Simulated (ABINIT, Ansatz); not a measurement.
# InH (Fm-3m): zone-centre phonons, part 2 of 3

Which modes does InH (Fm-3m) have at the zone centre?

ABINIT 10.8.3; DFT LDA, scalar-relativistic, plane waves, HGH norm-conserving pseudopotentials.

So far. Step 5 (Relaxation): The volume changes by -0.5 % in this run and stands -29.8 % from the first cell. Step 6 (Self-consistent run for the response): The cell stands at -0.37 GPa: the relaxation ran with a smoothed and higher cutoff and on another k mesh. The relaxed cell has a = 4.798 Å (conventional setting).

The structure was built from a prototype and need not be the compound's stable phase.

**7. Zone-centre response**

At q = 0 one unit cell holds all displacements. The response is solved for single atoms along the cell's directions, and symmetry skips those that follow from others. The crystal is treated as a metal, which screens a static field, so no field response is asked.

dfpt_gamma.abi

```

# common to the responses
getwfk_filepath "gso_WFK"
kptopt 2
nqpt 1
qpt 0.0 0.0 0.0
asr 0
chneut 0

# displacements
rfphon 1
rfatpol 1 2
rfdir 1 1 1
tolvrs 1.0d-10
prtwf 0

# basis, mesh and filling
ecut 35.0
ixc 7
ngkpt 12 12 12
nshiftk 1
shiftk 0.0 0.0 0.0
istwfk *1
occopt 3
tsmear 0.01
nband 7
nstep 100
diemac 1000000.0
prtebands 0
prtgsr 0

# cell and atoms
acell 3*1.0 Angstrom
rprim 
    0.0 2.399216268 2.399216268
    2.399216268 0.0 2.399216268
    2.399216268 2.399216268 0.0
ntypat 2
znucl 49 1
natom 2
typat 1 2
xred 
    0.0 0.0 0.0
    0.5 0.5 0.5
pp_dirpath "./pseudo"
pseudos "In.hgh, H.hgh"
```

On the command line:

```bash
$ OMP_NUM_THREADS=1 mpirun -n 2 abinit dfpt_gamma.abi > dfpt_gamma.log
```

Numbers of over 12 decimals in the logs are rounded to 6 here.

dfpt_gamma.abo, the main output file:

```text
[banners, grids, parts of the stress and lines that vanish by symmetry left out]
- input  file    -> dfpt_gamma.abi
- output file    -> dfpt_gamma.abo
- root for input  files -> dfpt_gammai
- root for output files -> dfpt_gammao

 Symmetries : space group Fm -3 m (#225); Bravais cF (face-center cubic)
================================================================================
 Values of the parameters that define the memory need of the present run (RF).
     intxc =       0      iscf =       7    lmnmax =       6     lnmax =       6
     mgfft =      36  mpssoang =       3    mqgrid =    3001     natom =       2
  nloc_mem =       1    nspden =       1   nspinor =       1    nsppol =       1
      nsym =      48    n1xccc =       0    ntypat =       2    occopt =       3
   xclevel =       1
-    mband =           7        mffmem =           1         mkmem =         434
-   mkqmem =         434        mk1mem =         434           mpw =        1868
      nfft =       46656          nkpt =         868
- my_mband =           7
================================================================================
================================================================================

--------------------------------------------------------------------------------
------------- Echo of variables that govern the present computation ------------
--------------------------------------------------------------------------------
-
- outvars: echo of selected default values
-   iomode0 =  0 , fftalg0 =312 , wfoptalg0 =  0
-
- outvars: echo of global parameters not present in the input file
-  max_nthreads =    1
-
 -outvars: echo values of preprocessed input variables
 [... echo left out ...]
================================================================================

 chkinp: Checking input parameters for consistency.

[...]
== DATASET  1 ==================================================================
-   mpi_nproc: 2, omp_nthreads: 1 (-1 if OMP is not activated)

--- !DatasetInfo
iteration_state: {dtset: 1, }
dimensions: {natom: 2, nkpt: 868, mband: 7, nsppol: 1, nspinor: 1, nspden: 1, mpw: 1868, }
cutoff_energies: {ecut:  35.0, pawecutdg:  -1.0, }
electrons: {nelect:   4.00000000E+00, charge:   0.00000000E+00, occopt:   3.00000000E+00, tsmear:   1.00000000E-02, }
meta: {optdriver: 1, rfphon: 1, }
...

 mkfilename: getwfk from: gso_WFK

 Exchange-correlation functional for the present dataset will be:
  LDA: Perdew-Wang 92 LSD fit to Ceperley-Alder data - ixc=7
 Citation for XC functional:
  J.P.Perdew and Y.Wang, PRB 45, 13244 (1992)

 Real(R)+Recip(G) space primitive vectors, cartesian coordinates (Bohr,Bohr^-1):
 R(1)=  0.0000000  4.5338617  4.5338617  G(1)= -0.1102813  0.1102813  0.1102813
 R(2)=  4.5338617  0.0000000  4.5338617  G(2)=  0.1102813 -0.1102813  0.1102813
 R(3)=  4.5338617  4.5338617  0.0000000  G(3)=  0.1102813  0.1102813 -0.1102813
 Unit cell volume ucvol=  1.8639523E+02 bohr^3
 Angles (23,13,12)=  6.00000000E+01  6.00000000E+01  6.00000000E+01 degrees
 setup1 : take into account q-point for computing boxcut.

 getcut: wavevector=  0.0000  0.0000  0.0000  ngfft=  36  36  36
         ecut(hartree)=     35.000   => boxcut(ratio)=   2.10824

--- Pseudopotential description ------------------------------------------------
- pspini: atom type   1  psp file is ./pseudo/In.hgh

- pspini: atom type   2  psp file is ./pseudo/H.hgh

   6.90295193E+01                                ecore*ucvol(ha*bohr**3)
--------------------------------------------------------------------------------

 ==>  initialize data related to q vector <==

 The list of irreducible perturbations for this q vector is:
    1)    idir= 1    ipert=   1
    2)    idir= 1    ipert=   2

[...]
The perturbation idir=   2  ipert=   1 is
 symmetric of a previously calculated perturbation.
 So, its SCF calculation is not needed.

 The perturbation idir=   3  ipert=   1 is
 symmetric of a previously calculated perturbation.
 So, its SCF calculation is not needed.

 The perturbation idir=   2  ipert=   2 is
 symmetric of a previously calculated perturbation.
 So, its SCF calculation is not needed.

 The perturbation idir=   3  ipert=   2 is
 symmetric of a previously calculated perturbation.
 So, its SCF calculation is not needed.

--------------------------------------------------------------------------------
 Perturbation wavevector (in red.coord.)   0.000000  0.000000  0.000000
 Perturbation : displacement of atom   1   along direction   1
 Found     4 symmetries that leave the perturbation invariant.

[...]
dfpt_looppert : total number of electrons, from k and k+q
  fully or partially occupied states are    4.000000E+00 and    4.000000E+00.
 Initialisation of the first-order wave-functions :
  ireadwf=   0

--- !BeginCycle
iteration_state: {dtset: 1, }
solver: {iscf: 7, nstep: 100, nline: 4, wfoptalg: 0, }
tolerances: {tolvrs: 1.00E-10, }
...

     iter   2DEtotal(Ha)        deltaE(Ha) residm    vres2
-ETOT  1 -6.26797504630314E-02 -1.879E+01 1.603E-01 1.274E+03
 ETOT  2 -0.156199     -9.352E-02 3.987E-04 4.085E+01
 ETOT  3 -0.160519     -4.320E-03 2.109E-05 1.277E-01
 ETOT  4 -0.160541     -2.172E-05 9.687E-08 4.798E-04
 ETOT  5 -0.160541     -5.035E-08 2.079E-10 4.815E-06
[...]
At SCF step    7       vres2   =  4.63E-11 < tolvrs=  1.00E-10 =>converged.
[...]
Mean square residual over all n,k,spin=   53.003E-16; max=  23.436E-15

 Thirteen components of 2nd-order total energy (hartree) are
 1,2,3: 0th-order hamiltonian combined with 1st-order wavefunctions
     kin0=   1.97680480E+01 eigvalue=   5.12672120E-01  local=  -5.03946085E+00
 4,5,6: 1st-order hamiltonian combined with 1st and 0th-order wfs
 loc psp =  -6.86966305E+00  Hartree=   9.02334813E-01     xc=  -1.45090327E+00
 note that "loc psp" includes a xc core correction that could be resolved
 7,8,9: eventually, occupation + non-local contributions
    edocc=   1.08668186E+00     enl0=   3.10508400E+00   enl1=  -3.08992503E+01
 1-9 gives the relaxation energy (to be shifted if some occ is /=2.0)
   erelax=  -1.88844566E+01
 10,11,12 Non-relaxation  contributions : frozen-wavefunctions and Ewald
 fr.local=   9.51453979E-01 fr.nonlo=   1.50007916E+01  Ewald=   2.77167050E+00
 13,14 Frozen wf xc core corrections (1) and (2)
 frxc 1  =   0.00000000E+00  frxc 2 =   0.00000000E+00
 Resulting in :
 2DEtotal=   -0.1605405883E+00 Ha. Also 2DEtotal=   -0.436853195566E+01 eV
    (2DErelax=   -1.8884456628E+01 Ha. 2DEnonrelax=    1.8723916039E+01 Ha)
    (  non-var. 2DEtotal :   -1.6054063649E-01 Ha)

[...]
Perturbation wavevector (in red.coord.)   0.000000  0.000000  0.000000
 Perturbation : displacement of atom   2   along direction   1
 Found     4 symmetries that leave the perturbation invariant.

--------------------------------------------------------------------------------

--------------------------------------------------------------------------------

 dfpt_looppert : total number of electrons, from k and k+q
  fully or partially occupied states are    4.000000E+00 and    4.000000E+00.
 Initialisation of the first-order wave-functions :
  ireadwf=   0

--- !BeginCycle
iteration_state: {dtset: 1, }
solver: {iscf: 7, nstep: 100, nline: 4, wfoptalg: 0, }
tolerances: {tolvrs: 1.00E-10, }
...

     iter   2DEtotal(Ha)        deltaE(Ha) residm    vres2
-ETOT  1  0.769637     -3.776E+01 4.326E-01 4.382E+03
[...]
ETOT  6 -0.160519     -1.472E-09 5.098E-12 3.576E-08
 ETOT  7 -0.160519     -3.979E-12 1.687E-14 5.217E-11

 At SCF step    7       vres2   =  5.22E-11 < tolvrs=  1.00E-10 =>converged.
[...]
Mean square residual over all n,k,spin=   29.800E-16; max=  16.870E-15

 Thirteen components of 2nd-order total energy (hartree) are
 1,2,3: 0th-order hamiltonian combined with 1st-order wavefunctions
     kin0=   3.91094228E+01 eigvalue=   8.44504813E-01  local=  -8.70735058E+00
 4,5,6: 1st-order hamiltonian combined with 1st and 0th-order wfs
 loc psp =  -7.73882922E+01  Hartree=   7.03317131E+00     xc=  -4.64193765E+00
 note that "loc psp" includes a xc core correction that could be resolved
 7,8,9: eventually, occupation + non-local contributions
    edocc=   4.91446702E+00     enl0=   1.41868452E-01   enl1=   0.00000000E+00
 1-9 gives the relaxation energy (to be shifted if some occ is /=2.0)
   erelax=  -3.86941460E+01
 10,11,12 Non-relaxation  contributions : frozen-wavefunctions and Ewald
 fr.local=   3.57619563E+01 fr.nonlo=   0.00000000E+00  Ewald=   2.77167050E+00
 13,14 Frozen wf xc core corrections (1) and (2)
 frxc 1  =   0.00000000E+00  frxc 2 =   0.00000000E+00
 Resulting in :
 2DEtotal=   -0.1605192302E+00 Ha. Also 2DEtotal=   -0.436795077319E+01 eV
    (2DErelax=   -3.8694146041E+01 Ha. 2DEnonrelax=    3.8533626811E+01 Ha)
    (  non-var. 2DEtotal :   -1.6051931054E-01 Ha)

[...]
---- first-order wavefunction calculations are completed ----

 ==> Compute Derivative Database <==

 [... matrices left out ...]
  Phonon wavevector (reduced coordinates) :  0.00000  0.00000  0.00000
 Phonon energies in Hartree :
  -1.464136E-03 -1.464136E-03 -1.464136E-03  1.505103E-06  1.505103E-06
   1.505105E-06
 Phonon frequencies in cm-1    :
- -3.213407E+02 -3.213407E+02 -3.213407E+02  3.303318E-01  3.303320E-01
-  3.303324E-01

== END DATASET(S) ==============================================================
================================================================================

 -outvars: echo values of variables after computation
            acell      1.8897261259E+00  1.8897261259E+00  1.8897261259E+00 Bohr
           etotal     -1.6051923021E-01
            fcart      0.0000000000E+00  0.0000000000E+00  0.0000000000E+00
           strten      0.0000000000E+00  0.0000000000E+00  0.0000000000E+00
================================================================================
```

Elapsed: 67 s, on 2 MPI ranks of Arm Neoverse V1, shared host.

Numbers from this step:

```
largest acoustic frequency at the zone centre before the sum rule : 0.33 cm⁻¹
highest optical zone-centre mode (no LO-TO term)                  : -321.3 cm⁻¹
lowest optical zone-centre mode                                   : -321.3 cm⁻¹
```

The acoustic modes at Γ come out as far as 0.3 cm⁻¹ from zero, where they should vanish, a small numerical error. The lowest optical mode is imaginary, 321i cm⁻¹, an instability at this level and on this k mesh.

**8. Modes with the sum rule**

anaddb reads the merged derivatives and imposes the acoustic sum rule.

anaddb.abi

```
ddb_filepath "gamma_DDB"
output_file "anaddb.abo"
outdata_prefix "anaddb"
asr 1
chneut 1
enunit 2
eivec 1
nph1l 1
qph1l 0.0 0.0 0.0 1.0
```

mrgddb.in

```
gamma_DDB
merged
2
dfpt_gammao_DDB
gso_DDB
```

On the command line:

```bash
$ mrgddb < mrgddb.in > mrgddb.log
$ OMP_NUM_THREADS=1 anaddb anaddb.abi > anaddb.log
```

anaddb.abo, the main output file:

```text
-outvars_anaddb: echo values of input variables ----------------------

 Miscellaneous information :
      enunit         2
       eivec         1
         asr         1
 First list of wavevector (reduced coord.) :
       nph1l         1
       qph1l
                     0.00000000E+00  0.00000000E+00  0.00000000E+00    1.000E+00

================================================================================

 read the DDB information and perform some checks

  ==== Info on the Cryst% object ====
 Real(R)+Recip(G) space primitive vectors, cartesian coordinates (Bohr,Bohr^-1):
 R(1)=  0.0000000  4.5338617  4.5338617  G(1)= -0.1102813  0.1102813  0.1102813
 R(2)=  4.5338617  0.0000000  4.5338617  G(2)=  0.1102813 -0.1102813  0.1102813
 R(3)=  4.5338617  4.5338617  0.0000000  G(3)=  0.1102813  0.1102813 -0.1102813
 Unit cell volume ucvol=  1.8639523E+02 bohr^3
 Angles (23,13,12)=  6.00000000E+01  6.00000000E+01  6.00000000E+01 degrees
 Time-reversal symmetry is present
 Reduced atomic positions [iatom, xred, symbol]:
    1)    0.0000000  0.0000000  0.0000000  In
    2)    0.5000000  0.5000000  0.5000000   H

 DDB file with 3 blocks has been read.

================================================================================

 Treat the first list of vectors

  Phonon wavevector (reduced coordinates) :  0.00000  0.00000  0.00000
 Phonon energies in Hartree :
  -1.464229E-03 -1.464229E-03 -1.464229E-03  0.000000E+00  0.000000E+00
   0.000000E+00
 Phonon energies in meV     :
- -3.984369E+01 -3.984369E+01 -3.984369E+01  0.000000E+00  0.000000E+00
-  0.000000E+00
 Phonon frequencies in cm-1    :
- -3.213610E+02 -3.213610E+02 -3.213610E+02  0.000000E+00  0.000000E+00
-  0.000000E+00
 Phonon frequencies in Thz     :
- -9.634161E+00 -9.634161E+00 -9.634161E+00  0.000000E+00  0.000000E+00
-  0.000000E+00
 Phonon energies in Kelvin  :
- -4.623668E+02 -4.623668E+02 -4.623668E+02  0.000000E+00  0.000000E+00
-  0.000000E+00

 Eigendisplacements
 (will be given, for each mode : in cartesian coordinates
   for each atom the real part of the displacement vector,
   then the imaginary part of the displacement vector - absolute values smaller than 1.0d-7 are set to zero)
  Mode number    1   Energy   -1.464229E-03
 Attention : low frequency mode.
   (Could be unstable or acoustic mode)
-  1  0.00000000E+00 -2.03901705E-04 -2.96599610E-07
-     0.00000000E+00  0.00000000E+00  0.00000000E+00
-  2 -2.84739604E-07  2.32275958E-02  3.37873381E-05
-     0.00000000E+00  0.00000000E+00  0.00000000E+00
  Mode number    2   Energy   -1.464229E-03
 Attention : low frequency mode.
   (Could be unstable or acoustic mode)
-  1  0.00000000E+00 -2.96599562E-07  2.03901705E-04
-     0.00000000E+00  0.00000000E+00  0.00000000E+00
-  2 -4.42817325E-07  3.37873327E-05 -2.32275957E-02
-     0.00000000E+00  0.00000000E+00  0.00000000E+00
  Mode number    3   Energy   -1.464229E-03
 Attention : low frequency mode.
   (Could be unstable or acoustic mode)
-  1  2.03901920E-04  0.00000000E+00  0.00000000E+00
-     0.00000000E+00  0.00000000E+00  0.00000000E+00
-  2 -2.32276203E-02 -2.85383433E-07  4.42402669E-07
-     0.00000000E+00  0.00000000E+00  0.00000000E+00
  Mode number    4   Energy    0.000000E+00
 Attention : low frequency mode.
   (Could be unstable or acoustic mode)
-  1  0.00000000E+00  0.00000000E+00  2.17627257E-03
-     0.00000000E+00  0.00000000E+00  0.00000000E+00
-  2  0.00000000E+00  0.00000000E+00  2.17626986E-03
-     0.00000000E+00  0.00000000E+00  0.00000000E+00
  Mode number    5   Energy    0.000000E+00
 Attention : low frequency mode.
   (Could be unstable or acoustic mode)
-  1  0.00000000E+00 -2.17627257E-03  0.00000000E+00
-     0.00000000E+00  0.00000000E+00  0.00000000E+00
-  2  0.00000000E+00 -2.17626986E-03  0.00000000E+00
-     0.00000000E+00  0.00000000E+00  0.00000000E+00
  Mode number    6   Energy    0.000000E+00
 Attention : low frequency mode.
   (Could be unstable or acoustic mode)
-  1  2.17627257E-03  0.00000000E+00  0.00000000E+00
-     0.00000000E+00  0.00000000E+00  0.00000000E+00
-  2  2.17626986E-03  0.00000000E+00  0.00000000E+00
-     0.00000000E+00  0.00000000E+00  0.00000000E+00

 Analysis of degeneracies and characters (maximum tolerance=1.00E-06 a.u.)
 For each vibration mode, or group of modes if degenerate,
 the characters are given for each symmetry operation (see the list in the log file).
 Symmetry characters of vibration mode #   1
       degenerate with vibration modes #   2 to    3
  3.0 -3.0 -1.0  1.0 -1.0  1.0 -1.0  1.0  1.0 -1.0 -1.0  1.0  1.0 -1.0 -1.0  1.0
  0.0 -0.0 -0.0  0.0  0.0 -0.0 -0.0  0.0  1.0 -1.0 -1.0  1.0 -1.0  1.0  1.0 -1.0
  0.0 -0.0  0.0 -0.0 -0.0  0.0 -0.0  0.0  1.0 -1.0  1.0 -1.0 -1.0  1.0 -1.0  1.0
 Symmetry characters of vibration mode #   4
       degenerate with vibration modes #   5 to    6
  3.0 -3.0 -1.0  1.0 -1.0  1.0 -1.0  1.0  1.0 -1.0 -1.0  1.0  1.0 -1.0 -1.0  1.0
  0.0 -0.0 -0.0  0.0 -0.0  0.0  0.0 -0.0  1.0 -1.0 -1.0  1.0 -1.0  1.0  1.0 -1.0
  0.0 -0.0 -0.0  0.0 -0.0  0.0 -0.0  0.0  1.0 -1.0  1.0 -1.0 -1.0  1.0 -1.0  1.0
-
```

Run time: 0.51 s. Hardware: 1 thread.

Read from the output:

```yaml
highest_optical_zone_centre_mode_no_lo_to_term: -321.4 cm⁻¹
lowest_optical_zone_centre_mode: -321.4 cm⁻¹
```

No LO-TO term; unit eigenvectors of the mass-weighted matrix, from anaddb's displacements. The modes at Γ (shares of kinetic energy by element, %) (negative means imaginary):

```tsv
mode	frequency (cm⁻¹)	symmetry	In %	H %
1	-321.4	T1u	1	99
2	-321.4	T1u	1	99
3	-321.4	T1u	1	99
4	0.0	acoustic	99	1
5	0.0	acoustic	99	1
6	0.0	acoustic	99	1
```

Displacements in mode 1 (-321.4 cm⁻¹), the largest set to 1:
```
In1  0.00 -0.01  0.00
H2   0.00  1.00  0.00
```

The rule moves no optical mode by more than 0.1 cm⁻¹.

(Continued in part 3 of 3.)

[Host names and launcher messages were left out of these logs when they were recorded.]

[Logs are printed without paths, hosts, clocks, repeated set-up lines and the standing remarks that a program may print on its own settings, such as how far it seeks lower states.]

[Hosts, paths, dates, database ids (printed as entryN), source tags and the programs' standing remarks are cut or masked in the printed files.]
